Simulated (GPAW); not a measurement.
## Local fields, kernels and plasmons in CsPbCl3 (Pm-3m)

Aim: ε(ω) and the loss function of CsPbCl3 (Pm-3m), with and without local fields, at several momentum transfers.

Method: PBE and many-body steps on it, plane waves, in GPAW 26.7.0.

## (1) The structure

It takes space group Pm-3m (No. 221, cubic). The conventional cell has a = 5.605 Å, b = 5.605 Å, c = 5.605 Å, α = 90.00°, β = 90.00°, γ = 90.00°. Cs has 12 Cl at 3.96 Å nearest. Nearest to Pb lie 6 Cl at 2.80 Å. Nearest to Cl lie 2 Pb at 2.80 Å and 4 Cs at 3.96 Å. Farther neighbours, and contacts between anions beyond the nearest, are not listed.

Coordinates:

```cif
data_structure
_symmetry_space_group_name_H-M 'P 1'
_symmetry_Int_Tables_number 1
_cell_length_a 5.6050
_cell_length_b 5.6050
_cell_length_c 5.6050
_cell_angle_alpha 90.000
_cell_angle_beta 90.000
_cell_angle_gamma 90.000
_cell_volume 176.09
loop_
_atom_site_label
_atom_site_type_symbol
_atom_site_fract_x
_atom_site_fract_y
_atom_site_fract_z
_atom_site_occupancy
Cs1 Cs 0.00000 0.00000 0.00000 1
Pb2 Pb 0.50000 0.50000 0.50000 1
Cl3 Cl 0.50000 0.50000 0.00000 1
Cl4 Cl 0.00000 0.50000 0.50000 1
Cl5 Cl 0.50000 0.00000 0.50000 1
```

The cell and positions come from the Crystallography Open Database and are kept as given unless a step says otherwise.

## (2) Empty states on the mesh, 6×6×6 mesh, 234 bands

This step: GPAW 26.7.0; DFT, PBE, plane waves, PAW.

The sums over transitions need many empty states on a uniform mesh; this step solves for them.

Contents of run.py:

```python
import json
import numpy as np
from gpaw.mpi import world
from gpaw import GPAW

calc = GPAW('gs.gpw').fixed_density(kpts={'size': (6, 6, 6), 'gamma': True},
    nbands=273,
    convergence={'bands': 234},
    txt='nscf.txt')
calc.write('full.gpw', mode='all')
res = {}
kpts = calc.get_ibz_k_points()
res['kpts'] = kpts
res['eigenvalues'] = [calc.get_eigenvalues(kpt=k) for k in range(len(kpts))]
res['n_electrons'] = calc.get_number_of_electrons()

if world.rank == 0:
    with open('result.json', 'w') as f:
        json.dump(res, f, default=lambda x: x.tolist())
```

Run with:

```console
$ mpirun -n 4 gpaw python run.py
```

The program printed:

```text
Diagonalizing LCAO Hamiltonian
Converting LCAO to pw mode
convergence criteria:
- Maximum integral of absolute [eigenst]ate change: 4e-08 eV^2 / valence electron
maximum number of iterations: 100

SCF iterations
|iter     |     time |      energy | eigst |  dens |
|iter:   1|  |             | +4.18 |       |
|iter:   2|  |             | +3.02 |       |
|iter:   3|  |             | +1.94 |       |
[...]
|iter:  16|  |             | -6.93 |       |
|iter:  17|  |             | -7.26 |       |
|iter:  18|  |             | -7.54c|       |
SCF steps: 18
  __  _  _
 | _ |_)|_||  |
 |__||  | ||/\| - 26.7.0

Input parameters:
  mode=PW(ecut=450.000000),
  convergence={'bands': 234},
  gpts=array([28, 28, 28]),
  kpts=MonkhorstPack(size=(6, 6, 6), gamma=True),
  maxiter=100,
  nbands=273,
  occupations=Occupations(name='fermi-dirac', width=0.001, fixmagmom=False),
  parallel={},
  xc=XC(name='PBE')
# Writing to full.gpw (mode='all')
  [... matrices ...]

timing:  # [seconds]
  Total: 0.113  # ━━━━━━━━━━━━━━━━━━━━━━━━━━━━━━━━━━━━━━━━━━━━━━━━━━━━━━━━━━━
```

It took 3.9 min on 4 MPI ranks of Arm Neoverse V1, shared host; peak memory 1.3 GiB; 16 min of CPU time.

This step gave:

```
gap                                                           : 1.868 eV
k of the valence top                                          : 0.5, 0.5, 0.5
k of the conduction bottom                                    : 0.5, 0.5, 0.5
least direct gap                                              : 1.868 eV
k points computed                                             : 20
lowest point of the top converged band, above the valence top : 59.9614 eV
```

On this mesh the gap is 1.868 eV.

## (3) RPA response

The response function is computed on a frequency grid, with local fields up to the given cutoff.

This step: linear response, RPA, on PBE, plane waves, PAW.

Contents of run.py:

```python
import json
import numpy as np
from gpaw.mpi import world
from gpaw.response.df import DielectricFunction

df = DielectricFunction('full.gpw',
    ecut=50,
    nbands=234,
    eta=0.2,
    frequencies={'type': 'nonlinear', 'domega0': 0.05, 'omega2': 10.0},
    intraband=False,
    txt='df.txt')
res = {'optical': {}, 'eels': []}
for d in 'x':
    y0, y = df.get_dielectric_function(direction=d, xc='RPA', filename=None)
    res['optical'][d] = [y0.real, y0.imag, y.real, y.imag]
res['w'] = df.get_frequencies()
for q_c in [[0.1666666667, 0, 0], [0.5, 0, 0], [0.8333333333, 0, 0], [1.1666666667, 0, 0]]:
    res['eels'].append(df.get_eels_spectrum(q_c=q_c, xc='RPA', filename=None))

if world.rank == 0:
    with open('result.json', 'w') as f:
        json.dump(res, f, default=lambda x: x.tolist())
```

Run with:

```console
$ mpirun -n 4 gpaw python run.py
```

The program printed:

```text
Using integrator: PointIntegrator
NonLinearFrequencyDescriptor(from 0.000 to 82.956 eV, 375 points)
Nonperiodic BCs:  [False False False]
Using integrator: PointIntegrator
NonLinearFrequencyDescriptor(from 0.000 to 82.956 eV, 375 points)
Nonperiodic BCs:  [False False False]

Calculating chi0 body with:
    Ground state adapter containing:
    Number of spins: 1
    Number of kpoints: 216
    Number of irreducible kpoints: 20
    Number of completely occupied states: 22
    Number of partially occupied states: 22
    Occupied states memory: 7.369140625 M / cpu

    Linear response parametrization:
    q_c: [0.0, 0.0, 0.0]
    Number of frequency points: 375
    Planewave cutoff: 50.0
    Number of bands: 234
    Number of planewaves: 147
    Broadening (eta): 0.2
    comm.size: 4
    kncomm.size: 4
    blockcomm.size: 1

    Memory estimate of potentially large arrays:
        chi0_wGG: 123.647690 M / cpu
Integrating chi0 body.

Symmetries of q_c:
    Direct symmetries (Uq -> q): 48
    Indirect symmetries (TUq -> q): 0
In total 48 allowed symmetries.

  [... matrices ...]
20 groups of equivalent kpoints. 90.740741% reduction.

Integral kind: spectral function

Calculating chi0 optical extensions with:
    Ground state adapter containing:
    Number of spins: 1
    Number of kpoints: 216
    Number of irreducible kpoints: 20
    Number of completely occupied states: 22
    Number of partially occupied states: 22
    Occupied states memory: 7.369140625 M / cpu

    Linear response parametrization:
    Number of frequency points: 375
    Planewave cutoff: 50.0
    Number of bands: 234
    Number of planewaves: 147
    Broadening (eta): 0.2
Integrating chi0 head and wings.

Symmetries of q_c:
    Direct symmetries (Uq -> q): 48
    Indirect symmetries (TUq -> q): 0
In total 48 allowed symmetries.

  [... matrices ...]
20 groups of equivalent kpoints. 90.740741% reduction.

Integral kind: spectral function wings

Calculating chi0 body with:
    Ground state adapter containing:
    Number of spins: 1
    Number of kpoints: 216
    Number of irreducible kpoints: 20
    Number of completely occupied states: 22
    Number of partially occupied states: 22
    Occupied states memory: 7.369140625 M / cpu

    Linear response parametrization:
    q_c: [0.1666666667, 0.0, 0.0]
    Number of frequency points: 375
    Planewave cutoff: 50.0
    Number of bands: 234
    Number of planewaves: 147
    Broadening (eta): 0.2
    comm.size: 4
    kncomm.size: 4
    blockcomm.size: 1

    Memory estimate of potentially large arrays:
        chi0_wGG: 123.647690 M / cpu
Integrating chi0 body.

Symmetries of q_c:
    Direct symmetries (Uq -> q): 8
    Indirect symmetries (TUq -> q): 0
In total 8 allowed symmetries.

  [... matrices ...]
60 groups of equivalent kpoints. 72.222222% reduction.

Integral kind: spectral function

[... 3 further calls ...]
```

It took 2.2 min on 4 MPI ranks; peak memory 2.7 GiB; 8.9 min of CPU time.

This step gave:

```yaml
eps_at_zero_frequency: 3.931
the_same_without_local_fields: 4.464
```

The static value is 3.93.

The ε₂ has structure finer than the step of the table below, so its rows give means over 2 eV. Peaks (eV: height): xx, no local fields 3.6: 3.47, 4.4: 3.16, 8.0: 2.99, 11.0: 2.91, 14.4: 3.06; xx, local fields 3.6: 3.18, 4.4: 3.00, 8.0: 2.03, 11.2: 1.78.

RPA, broadening 0.2 eV. Table of ε₂ by photon energy; means over each step:

```
photon energy (eV)  xx, no local fields  xx, local fields
                 2                0.968             0.877
                 4                 2.89              2.68
                 6                 2.60              2.32
                 8                 2.49              1.80
                10                 2.00              1.24
                12                 2.35              1.35
                14                 2.69              1.26
                16                 1.08              1.18
                18                0.673             0.833
                20                0.528             0.601
                22                0.384             0.627
                24                0.191             0.425
                26                0.144             0.363
                28                0.104             0.297
                30               0.0792             0.247
                32               0.0666             0.162
                34               0.0615             0.127
                36               0.0645            0.0995
                38               0.0576            0.0723
```

The loss function, xx has structure finer than the step of the table below, so its rows give means over 2 eV. Peaks (eV: height): 9.2: 0.530, 18.8: 0.969, 23.4: 1.03.

Optical limit, local fields. Table of loss function, xx by energy loss; means over each step:

```
energy loss (eV)  loss function, xx
               2             0.0363
               4              0.155
               6              0.290
               8              0.363
              10              0.421
              12              0.456
              14              0.510
              16              0.682
              18              0.874
              20              0.846
              22              0.837
              24              0.896
              26              0.730
              28              0.601
              30              0.556
              32              0.357
              34              0.250
              36              0.181
              38              0.123
```

The -Im 1/eps(q) has structure finer than the step of the table below, so its rows give means over 2 eV. Peaks (eV: height): q = 0.187 1/A 9.4: 0.517, 18.8: 0.963, 23.4: 0.989; q = 0.560 1/A 19.0: 0.925, 23.4: 1.01; q = 0.934 1/A 23.8: 0.961; q = 1.308 1/A 24.8: 0.742.

RPA, local fields; q along the first reciprocal vector. -Im 1/eps(q) against energy loss; means over each step:

```
energy loss (eV)  q = 0.187 1/A  q = 0.560 1/A  q = 0.934 1/A  q = 1.308 1/A
               2         0.0135        0.00280        0.00192        0.00113
               4         0.0937         0.0187        0.00897        0.00482
               6          0.257         0.0820         0.0522         0.0311
               8          0.354          0.242          0.117         0.0729
              10          0.409          0.327          0.188          0.114
              12          0.441          0.343          0.262          0.155
              14          0.501          0.438          0.292          0.196
              16          0.666          0.590          0.419          0.290
              18          0.855          0.780          0.567          0.353
              20          0.824          0.814          0.665          0.395
              22          0.819          0.822          0.750          0.520
              24          0.851          0.880          0.890          0.711
              26          0.695          0.718          0.755          0.707
              28          0.570          0.572          0.613          0.648
              30          0.528          0.506          0.524          0.581
              32          0.348          0.342          0.367          0.423
              34          0.241          0.250          0.279          0.338
              36          0.184          0.203          0.229          0.274
              38          0.135          0.153          0.179          0.216
```

## (4) ALDA response

This step: linear response, ALDA, on PBE, plane waves, PAW.

Changes to run.py since step 3:

```diff
@@ -14,7 +14,7 @@
 for d in 'x':
-    y0, y = df.get_dielectric_function(direction=d, xc='RPA', filename=None)
+    y0, y = df.get_dielectric_function(direction=d, xc='ALDA', filename=None)
     res['optical'][d] = [y0.real, y0.imag, y.real, y.imag]
 res['w'] = df.get_frequencies()
-for q_c in [[0.1666666667, 0, 0], [0.5, 0, 0], [0.8333333333, 0, 0], [1.1666666667, 0, 0]]:
-    res['eels'].append(df.get_eels_spectrum(q_c=q_c, xc='RPA', filename=None))
+for q_c in [[0.8333333333, 0, 0]]:
+    res['eels'].append(df.get_eels_spectrum(q_c=q_c, xc='ALDA', filename=None))
```

Run with:

```console
$ mpirun -n 4 gpaw python run.py
```

The program printed:

```text
Using integrator: PointIntegrator
NonLinearFrequencyDescriptor(from 0.000 to 82.956 eV, 375 points)
Nonperiodic BCs:  [False False False]
Using integrator: PointIntegrator
NonLinearFrequencyDescriptor(from 0.000 to 82.956 eV, 375 points)
Nonperiodic BCs:  [False False False]

Calculating chi0 body with:
    Ground state adapter containing:
    Number of spins: 1
    Number of kpoints: 216
    Number of irreducible kpoints: 20
    Number of completely occupied states: 22
    Number of partially occupied states: 22
    Occupied states memory: 7.369140625 M / cpu

    Linear response parametrization:
    q_c: [0.0, 0.0, 0.0]
    Number of frequency points: 375
    Planewave cutoff: 50.0
    Number of bands: 234
    Number of planewaves: 147
    Broadening (eta): 0.2
    comm.size: 4
    kncomm.size: 4
    blockcomm.size: 1

    Memory estimate of potentially large arrays:
        chi0_wGG: 123.647690 M / cpu
Integrating chi0 body.

Symmetries of q_c:
    Direct symmetries (Uq -> q): 48
    Indirect symmetries (TUq -> q): 0
In total 48 allowed symmetries.

  [... matrices ...]
20 groups of equivalent kpoints. 90.740741% reduction.

Integral kind: spectral function

Calculating chi0 optical extensions with:
    Ground state adapter containing:
    Number of spins: 1
    Number of kpoints: 216
    Number of irreducible kpoints: 20
    Number of completely occupied states: 22
    Number of partially occupied states: 22
    Occupied states memory: 7.369140625 M / cpu

    Linear response parametrization:
    Number of frequency points: 375
    Planewave cutoff: 50.0
    Number of bands: 234
    Number of planewaves: 147
    Broadening (eta): 0.2
Integrating chi0 head and wings.

Symmetries of q_c:
    Direct symmetries (Uq -> q): 48
    Indirect symmetries (TUq -> q): 0
[...]
(l,m)   max weight  avg weight  included
[...]
In total: 1.000000 of the surface norm square is covered on average
      In total: 1.000000 of the surface norm square could be covered on average

    RSHE of atom 2
      (l,m)   max weight  avg weight  included
[...]
[... further lines of this kind ...]
      In total: 1.000000 of the surface norm square is covered on average
      In total: 1.000000 of the surface norm square could be covered on average

[...]
(4,-2)  0.00000000  0.00000000  yes
      (4,-1)  0.00000000  0.00000000  yes
[...]
[... further lines of this kind ...]
[...]
[... matrices ...]

Calculating chi0 body with:
    Ground state adapter containing:
    Number of spins: 1
    Number of kpoints: 216
    Number of irreducible kpoints: 20
    Number of completely occupied states: 22
    Number of partially occupied states: 22
    Occupied states memory: 7.369140625 M / cpu

    Linear response parametrization:
    q_c: [0.8333333333, 0.0, 0.0]
    Number of frequency points: 375
    Planewave cutoff: 50.0
    Number of bands: 234
    Number of planewaves: 147
    Broadening (eta): 0.2
    comm.size: 4
    kncomm.size: 4
    blockcomm.size: 1

    Memory estimate of potentially large arrays:
        chi0_wGG: 123.647690 M / cpu
Integrating chi0 body.

Symmetries of q_c:
    Direct symmetries (Uq -> q): 8
    Indirect symmetries (TUq -> q): 0
In total 8 allowed symmetries.

  [... matrices ...]
60 groups of equivalent kpoints. 72.222222% reduction.

Integral kind: spectral function

Calculating ALDA kernel
Calculating f(G)
    Calculating PAW corrections

[...]
RSHE of atom 3
      (l,m)   max weight  avg weight  included
      In total: 1.000000 of the surface norm square is covered on average
      In total: 1.000000 of the surface norm square could be covered on average

    RSHE of atom 4
      (l,m)   max weight  avg weight  included
      In total: 1.000000 of the surface norm square is covered on average
      In total: 1.000000 of the surface norm square could be covered on average
```

Run time: 64 s. Hardware: 4 MPI ranks; peak memory 3 GiB; 4.3 min of CPU time.

Read from the output:

```yaml
eps_at_zero_frequency: 4.078
the_same_without_local_fields: 4.464
```

The static value is 4.08.

(Continued in part 2 of 2.)

[Long decimals in the printed logs are rounded to 6 places.]

[Logs are printed without paths, hosts, clocks, repeated set-up lines and the standing remarks that a program may print on its own settings, such as how far it seeks lower states.]

[Paths, hosts, dates, memory and timing lines, banners, echoed tables and standing remarks are left out of the program output; an Ansatz launch command may be rebuilt from the run's recorded settings. Measured values are a selection of at most five: reports struck by readers or far from the other reports are left out. None is set beside runs whose start may be inverted or whose files or cutoffs have a known fault.]

[Runs of the session that timed out or met a known fault of the program may be left out.]

[Hosts, paths, dates, database ids (printed as entryN), source tags and the programs' standing remarks are cut or masked in the printed files.]

[Where the starting crystal was built by hand or by swapping elements, it need not be the compound's stable phase.]
